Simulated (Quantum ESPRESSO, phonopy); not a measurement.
# LiF (Fm-3m): phonons against volume, part 3 of 3

Wanted: mode Grüneisen parameters of LiF and a free-energy fit over volumes.

Measurements to reproduce:
- volume expansion coefficient 99.6 1e-6/K and heat capacity C_P per formula unit 42 J/mol/K near room temperature (given in “High-Throughput Prediction of Finite-Temperature Properties using the Quasi-Harmonic Approximation”, 2016, arXiv:1603.06924)
- volume expansion coefficient 106.5 1e-6/K near room temperature (given in “Descriptors for thermal expansion in solids”, 2017, arXiv:1701.03966)

Quantum ESPRESSO 7.5; DFT LDA, scalar-relativistic, plane waves, GBRV ultrasoft pseudopotentials.

So far. Step 28 (Lattice dynamics at this volume, V/V0 1.05): The time given is that of the 2 pw.x runs on displaced cells behind this step.

### 29. How the modes move with volume (continued)

Table of mean mode Grueneisen parameter by wavenumber:

```
wavenumber (cm⁻¹)  mean mode Grueneisen parameter
               11                               -
               33                            1.18
               56                            1.35
               78                            1.26
              100                             1.5
              123                            1.35
              145                            1.28
              167                             1.4
              190                            1.42
              212                            1.45
              234                            1.52
              256                             1.3
              279                             1.3
              301                            1.59
              323                            2.07
              346                            1.94
              368                            2.01
              390                            1.91
              412                            1.86
              435                            1.67
              457                            1.44
              479                            1.25
              502                            1.13
              524                            1.04
              546                               1
              568                           0.958
              591                           0.934
              613                           0.915
              635                            0.91
              658                           0.916
```

Volume series, by row:

```
 V/V0  V (Å³/atom)  pressure (GPa)  E - E0 (meV/atom)  gap (eV)  zero-point energy (meV/atom)  lowest on the path (cm⁻¹)  highest at Gamma without the LO-TO term (cm⁻¹)
 0.97        7.259           2.814              1.951     9.952                         68.05                          0                                           370.9
0.985        7.371           1.347              0.485     9.794                         66.45                          0                                           357.1
    1        7.483          -0.009                  0     9.642                         64.91                          0                                           343.6
1.015        7.595          -1.262              0.437     9.494                          63.4                          0                                           330.3
 1.03        7.708           -2.42              1.666     9.351                         61.94                          0                                           317.3
 1.05        7.857          -3.829              4.577     9.168                         60.01                          0                                           300.2
```

The optical frequency at Gamma without the LO-TO term, mode 4 by V/V0:

```
  V/V0  optical frequency at Gamma without the LO-TO term, mode 4 (cm⁻¹)
0.9700                                                               371
0.9850                                                               357
1.0000                                                               344
1.0150                                                               330
1.0300                                                               317
1.0500                                                               300
```

Grüneisen at points, by row:

```
point  branch  frequency (cm⁻¹)  mode Grüneisen parameter
    Γ       4             343.6                       2.6
    Γ       6             668.7                      0.92
    X       1             251.9                      0.64
    X       3               376                      1.71
    X       4               381                      2.37
    X       6             485.9                      1.12
    U       1             246.8                      1.08
    U       2             316.7                      1.36
    U       3             349.6                      1.38
    U       4             354.4                      2.42
    U       5             451.5                      1.46
    U       6             459.5                      1.43
    K       1             246.8                      1.08
    K       2             316.7                      1.36
    K       3             349.6                      1.38
    K       4             354.4                      2.42
    K       5             451.5                      1.46
    K       6             459.5                      1.43
    L       1             231.9                      2.09
    L       3             319.8                      2.25
    L       5             397.2                      1.21
    L       6             626.1                       0.9
    W       1             283.2                      1.66
    W       2             325.7                      1.13
    W       4               393                      1.66
    W       5             435.6                      1.71
```

### 30. Quasi-harmonic fit by phonopy

Table of energy (each curve on its own zero) by volume; values in meV/atom:

```
volume (Å³/atom)  static  F at 0 K  F at 300 K  F at 900 K
           7.259    1.95      5.88        7.83        16.7
           7.371    0.49      2.82        4.04        9.47
           7.483       0      0.78        1.25        3.24
           7.595    0.44     -0.29        -0.6        -2.1
           7.708    1.67     -0.53       -1.63       -6.62
           7.857    4.58      0.46       -1.78       -11.6
```

Phonopy-qha, vinet fit of F(V) at each temperature; no electronic free energy. Qha vinet, by row:

```
T (K)  fitted volume (Å³/atom)  alpha_V (1e-6/K)  B_T (GPa)  C_P (J/mol-atom/K)  Grueneisen
   75                    7.681             14.78      80.73               3.184       1.718
  100                    7.686             28.74      80.29                6.27       1.692
  125                    7.692             43.25      79.63               9.375       1.705
  150                    7.702             56.35      78.82               12.12       1.717
  175                    7.714             67.58      77.88               14.43       1.725
  200                    7.728             77.09      76.86               16.35        1.73
  225                    7.744             85.22      75.77               17.93       1.734
  250                    7.761             92.29      74.62               19.25       1.739
```

Table of volume expansion coefficient, phonopy-qha, Vinet by temperature:

```
temperature (K)  volume expansion coefficient, phonopy-qha, Vinet (1e-6/K)
           75.0                                                       14.8
          100.0                                                       28.7
          125.0                                                       43.2
          150.0                                                       56.4
          175.0                                                       67.6
          200.0                                                       77.1
          225.0                                                       85.2
          250.0                                                       92.3
```

### 31. What came out

```
mean mode Grüneisen parameter at 300 K : 1.63
```

In words: The q-mesh is coarse, and the expansion can converge slowly with it. The table stops at 250 K because beyond it the fitted volume comes within 1 % of the largest computed cell, where the fit loses its support. The heat-capacity-weighted Grüneisen parameter goes from 1.43 at 50 K to 1.61 at 800 K. Weighting γ by the density of states and each mode's heat capacity at 300 K, modes below 230 cm⁻¹ give about 13 % of the sum of γC that drives the expansion, those up to 450 cm⁻¹ 80 % and the rest 8 %. Among the labelled points γ is largest for branch 4 at Γ (344 cm⁻¹, 2.6) and smallest for branch 1 at X (252 cm⁻¹, 0.64). The supercell is small: only its own wavevectors are exact, and branches between them are interpolated and can be misplaced.

[Logs are printed without paths, hosts, clocks, repeated set-up lines and the standing remarks that a program may print on its own settings, such as how far it seeks lower states.]

[Hosts, paths, dates, database ids (printed as entryN), source tags and the programs' standing remarks are cut or masked in the printed files.]

[A step with changed settings may run another functional than the one named; its input shows which.]

[Of the runs on displaced cells, only some may be shown.]
